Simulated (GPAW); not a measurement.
# TaSi2N4 monolayer in an electric field, part 2 of 2

Wanted: the out-of-plane polarisability of TaSi2N4 monolayer.

GPAW 26.7.0; GPAW, PAW setups; layer in a repeated cell with vacuum, relaxation of atoms and in-plane cell (the session's first sound run).

So far, dipole along the normal (e·Å): step 2 (relaxation) 8.2e-4; step 3 (the slab's potential) -4.7e-4; step 4 (In a field) -0.0663.

**5. In a field**

Level of this step: GPAW, PAW setups; slab in vacuum (GPAW).

File run.py:

```python
import json
import numpy as np
from ase import Atoms
from gpaw import GPAW, PW
from gpaw.external import ConstantElectricField

slab = Atoms(
    ['N', 'Si', 'N', 'Ta', 'N', 'Si', 'N'],
    positions=[
        [-0.00000, 0.00000, 8.00000],
        [-0.00000, 1.69716, 8.51853],
        [-0.00000, 1.69716, 10.27976],
        [0.00000, -0.00000, 11.55038],
        [-0.00000, 1.69716, 12.82102],
        [-0.00000, 1.69716, 14.58225],
        [-0.00000, -0.00000, 15.10078]],
    cell=[[2.93957, 0.0, 0.0], [-1.46979, 2.54574, 0.0], [0.0, 0.0, 23.1008]],
    pbc=[True, True, False],
    magmoms=[0.0, 0.0, 0.0, 1.0, 0.0, 0.0, 0.0])

slab.calc = GPAW(mode=PW(500), xc='PBE', kpts={'size': (12, 12, 1), 'gamma': True},
                 occupations={'name': 'fermi-dirac', 'width': 0.05}, nbands='200%',
                 convergence={'density': 1e-05}, maxiter=200,
                 poissonsolver={'dipolelayer': 'xy'},
                 external=ConstantElectricField(-0.1, [0, 0, 1]),
                 symmetry={'tolerance': 1e-3}, txt='slab.txt')
result = {}
energy = slab.get_potential_energy()
fermi = slab.calc.get_fermi_level()
v = slab.calc.get_electrostatic_potential().mean((0, 1)) - fermi
n = slab.calc.get_pseudo_density().mean((0, 1))
L = slab.cell[2, 2]
z = np.arange(len(v)) * L / len(v)
low, high = slab.positions[:, 2].min(), slab.positions[:, 2].max()
below, above = np.interp([low - 5.8, high + 5.8], z, v)
slopes = [np.interp(x, z, np.gradient(v, z)) for x in (low - 5.8, high + 5.8)]
eps = np.array([[slab.calc.get_eigenvalues(k, s) for k in range(len(slab.calc.get_ibz_k_points()))]
                for s in range(slab.calc.get_number_of_spins())]) - fermi
top, bottom = eps[eps < 0].max(), eps[eps > 0].min()
dipole = slab.get_dipole_moment()[2]
print(f'energy {energy:.4f} eV, Fermi level {fermi:.4f} eV, dipole {dipole:.5f} e A')
print(f'potential 5.8 A off the faces, from the Fermi level: lower {below:.4f} eV, upper {above:.4f} eV')
print(f'slope of the potential there: lower {slopes[0]:.5f}, upper {slopes[1]:.5f} eV/A')
print(f'nearest levels on the mesh: {top:.4f} and {bottom:.4f} eV')
print('magnetic moment', round(slab.get_magnetic_moment(), 3))
result.update(energy=energy, fermi=fermi, dipole=dipole, below=below, above=above, slopes=slopes, edges=[top, bottom],
              z=z.tolist(), v=v.tolist(), n=n.tolist(), positions=slab.positions.tolist(),
              forces=slab.get_forces(apply_constraint=False).tolist(), moments=slab.get_magnetic_moments().tolist())
json.dump(result, open('result.json', 'w'))
```

Command:

```sh
> OMP_NUM_THREADS=1 OPENBLAS_NUM_THREADS=1 python run.py
```

Output:

```text
energy -58.3906 eV, Fermi level 0.9277 eV, dipole -0.03312 e A
potential 5.8 A off the faces, from the Fermi level: lower 5.0030 eV, upper 5.8039 eV
slope of the potential there: lower -0.00086, upper 0.00086 eV/A
nearest levels on the mesh: -0.0185 and 0.0119 eV
magnetic moment 0.655
```

Elapsed: 10 min, on 1 thread of Arm Neoverse V1, shared host; peak memory 0.79 GiB.

Numbers from this step:

```yaml
dipole_along_the_normal: -0.03312 e·Å
levels_nearest_the_fermi_level_on_the_mesh: -0.01847, 0.01194 eV from the Fermi level
site_moments: 0.003685, 0.006396, 0.004845, 0.4048, 0.004585, 0.006405, 0.003492 μB
sum_of_the_site_moments: 0.4342 μB
potential_below_the_slab_the_applied_field_s_own_ramp_left_out: 5.003 eV from the Fermi level
potential_above_the_slab_the_applied_field_s_own_ramp_left_out: 5.804 eV from the Fermi level
```

The electrostatic potential energy of an electron (without an applied field's), less the Fermi level, planar mean oscillates, so the rows of the table below give means over windows of 1.06 Å about each position, cut where the curve ends. Its maxima inside the range that stand out by 2 % of the span (Å: eV): 9.6: 4.4e-4, 10.7: -8.22, 12.4: -8.06, 13.5: 0.355. Its minima: 8.1: -23.1, 10.3: -12.8, 11.6: -27.5, 12.8: -12.6, 15.0: -22.5.

Electrostatic potential energy of an electron (without an applied field's), less the Fermi level, planar mean against z; means over each step:

z (Å), electrostatic potential energy of an electron (without an applied field's), less the Fermi level, planar mean (eV) and a bar from the least value:
```
     0.53        5.1 #############################
     1.59        5.0 #############################
     2.65        5.0 #############################
     3.71        5.0 #############################
     4.77        5.0 #############################
     5.83        4.9 #############################
     6.89        3.4 ###########################
     7.95      -15.8 ###
     9.01       -9.7 ##########
    10.07       -6.5 ##############
    11.13      -17.8 
    12.19      -14.3 #####
    13.25       -4.2 #################
    14.31      -13.6 #####
    15.37      -10.3 ##########
    16.43        5.0 #############################
    17.49        5.8 ##############################
    18.55        5.8 ##############################
    19.61        5.8 ##############################
    20.67        5.8 ##############################
    21.73        5.8 ##############################
    22.79        5.7 ##############################
```

Force by atom:

```
atom  x (eV/Å)  y (eV/Å)  z (eV/Å)   size
  N1     0.000     0.000    -0.087  0.087
 Si2     0.000     0.000    -0.025  0.025
  N3    -0.001     0.000     0.098  0.098
 Ta4     0.000     0.000    -0.034  0.034
  N5    -0.001     0.000    -0.011  0.011
 Si6     0.000     0.000    -0.101  0.101
  N7     0.000     0.000     0.159  0.159
```

The dipole is now -0.0331 e Å, against -4.7e-4 in the run without a field.

**6. In a field**

Changes to run.py since step 5:

```diff
@@ -24,3 +24,3 @@
                  poissonsolver={'dipolelayer': 'xy'},
-                 external=ConstantElectricField(-0.1, [0, 0, 1]),
+                 external=ConstantElectricField(-0.05, [0, 0, 1]),
                  symmetry={'tolerance': 1e-3}, txt='slab.txt')
```

Output:

```text
energy -58.3893 eV, Fermi level 0.9280 eV, dipole -0.01656 e A
potential 5.8 A off the faces, from the Fermi level: lower 5.2027 eV, upper 5.6032 eV
slope of the potential there: lower -0.00086, upper 0.00086 eV/A
nearest levels on the mesh: -0.0186 and 0.0120 eV
magnetic moment 0.655
```

Wall time 10 min (1 thread); peak memory 0.79 GiB.

**7. Field on**

Changes to run.py since step 6:

```diff
@@ -24,3 +24,3 @@
                  poissonsolver={'dipolelayer': 'xy'},
-                 external=ConstantElectricField(-0.05, [0, 0, 1]),
+                 external=ConstantElectricField(0.05, [0, 0, 1]),
                  symmetry={'tolerance': 1e-3}, txt='slab.txt')
```

Output:

```text
energy -58.3893 eV, Fermi level 0.9280 eV, dipole 0.01656 e A
potential 5.8 A off the faces, from the Fermi level: lower 5.6031 eV, upper 5.2028 eV
slope of the potential there: lower -0.00086, upper 0.00086 eV/A
nearest levels on the mesh: -0.0186 and 0.0120 eV
magnetic moment 0.655
```

Wall time 10 min (1 thread); peak memory 0.79 GiB.

The electrostatic potential energy of an electron (without an applied field's), less the Fermi level, planar mean oscillates, so the rows of the table below give means over windows of 1.06 Å about each position, cut where the curve ends. Its maxima inside the range that stand out by 2 % of the span (Å: eV): 9.6: 0.266, 10.7: -8.10, 12.4: -8.18, 13.5: 0.0892. Its minima: 8.1: -22.7, 10.3: -12.6, 11.6: -27.5, 12.8: -12.7, 15.0: -23.0.

Electrostatic potential energy of an electron (without an applied field's), less the Fermi level, planar mean against z; means over each step:

```csv
z (Å),"electrostatic potential energy of an electron (without an applied field's), less the Fermi level, planar mean (eV)"
0.53,5.57
1.59,5.60
2.65,5.60
3.71,5.60
4.77,5.60
5.83,5.55
6.89,4.00
7.95,-15.3
9.01,-9.38
10.07,-6.25
11.13,-17.8
12.19,-14.4
13.25,-4.47
14.31,-13.9
15.37,-10.8
16.43,4.43
17.49,5.17
18.55,5.20
19.61,5.20
20.67,5.20
21.73,5.20
22.79,5.23
```

**8. In a field**

Changes to run.py since step 7:

```diff
@@ -24,3 +24,3 @@
                  poissonsolver={'dipolelayer': 'xy'},
-                 external=ConstantElectricField(0.05, [0, 0, 1]),
+                 external=ConstantElectricField(0.1, [0, 0, 1]),
                  symmetry={'tolerance': 1e-3}, txt='slab.txt')
```

Output:

```text
energy -58.3906 eV, Fermi level 0.9277 eV, dipole 0.03311 e A
potential 5.8 A off the faces, from the Fermi level: lower 5.8038 eV, upper 5.0031 eV
slope of the potential there: lower -0.00086, upper 0.00086 eV/A
nearest levels on the mesh: -0.0185 and 0.0119 eV
magnetic moment 0.655
```

It took 10 min on 1 thread; peak memory 0.79 GiB.

The electrostatic potential energy of an electron (without an applied field's), less the Fermi level, planar mean oscillates, so the rows of the table below give means over windows of 1.06 Å about each position, cut where the curve ends. Its maxima inside the range that stand out by 2 % of the span (Å: eV): 9.6: 0.355, 10.7: -8.06, 12.4: -8.22, 13.5: 5.7e-4. Its minima: 8.1: -22.5, 10.3: -12.6, 11.6: -27.5, 12.8: -12.8, 15.0: -23.1.

Table of electrostatic potential energy of an electron (without an applied field's), less the Fermi level, planar mean by z; means over each step:

z (Å), electrostatic potential energy of an electron (without an applied field's), less the Fermi level, planar mean (eV) and a bar from the least value:
```
     0.53        5.7 ##############################
     1.59        5.8 ##############################
     2.65        5.8 ##############################
     3.71        5.8 ##############################
     4.77        5.8 ##############################
     5.83        5.7 ##############################
     6.89        4.2 ############################
     7.95      -15.1 ###
     9.01       -9.3 ###########
    10.07       -6.2 ###############
    11.13      -17.8 
    12.19      -14.4 ####
    13.25       -4.5 #################
    14.31      -14.0 #####
    15.37      -11.0 #########
    16.43        4.2 ############################
    17.49        5.0 #############################
    18.55        5.0 #############################
    19.61        5.0 #############################
    20.67        5.0 #############################
    21.73        5.0 #############################
    22.79        5.1 #############################
```

The dipole is now 0.0331 e Å, against -4.7e-4 in the run without a field.

**9. In a field**

Changes to run.py since step 8:

```diff
@@ -24,3 +24,3 @@
                  poissonsolver={'dipolelayer': 'xy'},
-                 external=ConstantElectricField(0.1, [0, 0, 1]),
+                 external=ConstantElectricField(0.2, [0, 0, 1]),
                  symmetry={'tolerance': 1e-3}, txt='slab.txt')
```

Output:

```text
energy -58.3955 eV, Fermi level 0.9272 eV, dipole 0.06627 e A
potential 5.8 A off the faces, from the Fermi level: lower 6.2057 eV, upper 4.6033 eV
slope of the potential there: lower -0.00086, upper 0.00086 eV/A
nearest levels on the mesh: -0.0184 and 0.0120 eV
magnetic moment 0.655
```

The job ended after 11 min (1 thread; peak memory 0.79 GiB).

The dipole is now 0.0663 e Å, against -4.7e-4 in the run without a field.

**10. Field on**

Changes to run.py since step 9:

```diff
@@ -24,3 +24,3 @@
                  poissonsolver={'dipolelayer': 'xy'},
-                 external=ConstantElectricField(0.2, [0, 0, 1]),
+                 external=ConstantElectricField(0.3, [0, 0, 1]),
                  symmetry={'tolerance': 1e-3}, txt='slab.txt')
```

Output:

```text
energy -58.4038 eV, Fermi level 0.9261 eV, dipole 0.09941 e A
potential 5.8 A off the faces, from the Fermi level: lower 6.6084 eV, upper 4.2045 eV
slope of the potential there: lower -0.00087, upper 0.00086 eV/A
nearest levels on the mesh: -0.0178 and 0.0118 eV
magnetic moment 0.654
```

The job ended after 10 min (1 thread; peak memory 0.79 GiB).

The dipole is now 0.0994 e Å, against -4.7e-4 in the run without a field.

**11. The series**

The members are put on one axis.

This step: induced dipole against applied field (GPAW 26.7.0).

The dipole along the normal by field:

```csv
field (V/Å),dipole along the normal (e·Å)
-0.200,-0.0663
-0.100,-0.0331
-0.050,-0.0166
0.000,-4.7e-4
0.050,0.0166
0.100,0.0331
0.200,0.0663
0.300,0.0994
```

**12. A changed run**

One more run, with changed settings.

This step: GPAW, PAW setups; slab in vacuum (GPAW 26.7.0).

Changes to run.py since step 10:

```diff
@@ -4,3 +4,2 @@
 from gpaw import GPAW, PW
-from gpaw.external import ConstantElectricField
 
@@ -20,7 +19,6 @@
 
-slab.calc = GPAW(mode=PW(500), xc='PBE', kpts={'size': (12, 12, 1), 'gamma': True},
+slab.calc = GPAW(mode=PW(140), xc='PBE', kpts={'size': (12, 12, 1), 'gamma': True},
                  occupations={'name': 'fermi-dirac', 'width': 0.05}, nbands='200%',
-                 convergence={'density': 1e-05}, maxiter=200,
+                 convergence={'density': 1e-05}, maxiter=75,
                  poissonsolver={'dipolelayer': 'xy'},
-                 external=ConstantElectricField(0.3, [0, 0, 1]),
                  symmetry={'tolerance': 1e-3}, txt='slab.txt')
```

Output:

```text
energy 19.6904 eV, Fermi level 1.8325 eV, dipole -0.00048 e A
potential 5.8 A off the faces, from the Fermi level: lower 4.9402 eV, upper 4.9506 eV
slope of the potential there: lower -0.01975, upper 0.01974 eV/A
nearest levels on the mesh: -0.0085 and 0.1131 eV
magnetic moment 0.0
```

Run time: 46 s. Hardware: 1 thread; peak memory 0.16 GiB.

The run finished. A setting was moved off its sound value on purpose, so it serves as a test and not as the result.

The fault put into the input: a cutoff far too low (ecut = 140).

The two runs compared:

```csv
quantity,this run,sound run,difference
upper work function (eV),4.9506,5.4082,-0.458
lower work function (eV),4.9402,5.3978,-0.458
sum of the site moments (μB),7.086e-6,0.43426,-0.434
```

The two runs differ clearly in the sum of the site moments: 7.1e-6 μB against 0.434 μB.

**13. Summary of results**

| Property | Result |
| --- | --- |
| work function, upper and lower face | 5.408 and 5.398 eV |
| dipole along the normal | -4.7e-4 e Å |
| induced dipole per field | 0.331 e Å per V/Å |
| out-of-plane polarisability per area, α/(ε0 A) | 8.01 Å |

What this shows: The field induces 0.331 e Å per V/Å, a polarisable thickness α/(ε0 A) of 8.01 Å beside 7.10 Å between the outermost nuclei. A perfect conductor would give the distance between its two image planes; a dielectric of thickness t gives t(1 - 1/ε). The induced dipole is linear in the field over this range. The small printed dipole stands for a step of 11 meV from the lower to the upper face, and the probes find 10 meV; values this small are near the numerical noise of both. One magnetic start was tried; another order may lie lower. The layer's cell and atoms come from the relaxation; spin-orbit coupling and temperature are left out.

[Logs are printed without paths, hosts, clocks, repeated set-up lines and the standing remarks that a program may print on its own settings, such as how far it seeks lower states.]

[Hosts, paths, dates, database ids (printed as entryN), source tags and the programs' standing remarks are cut or masked in the printed files.]
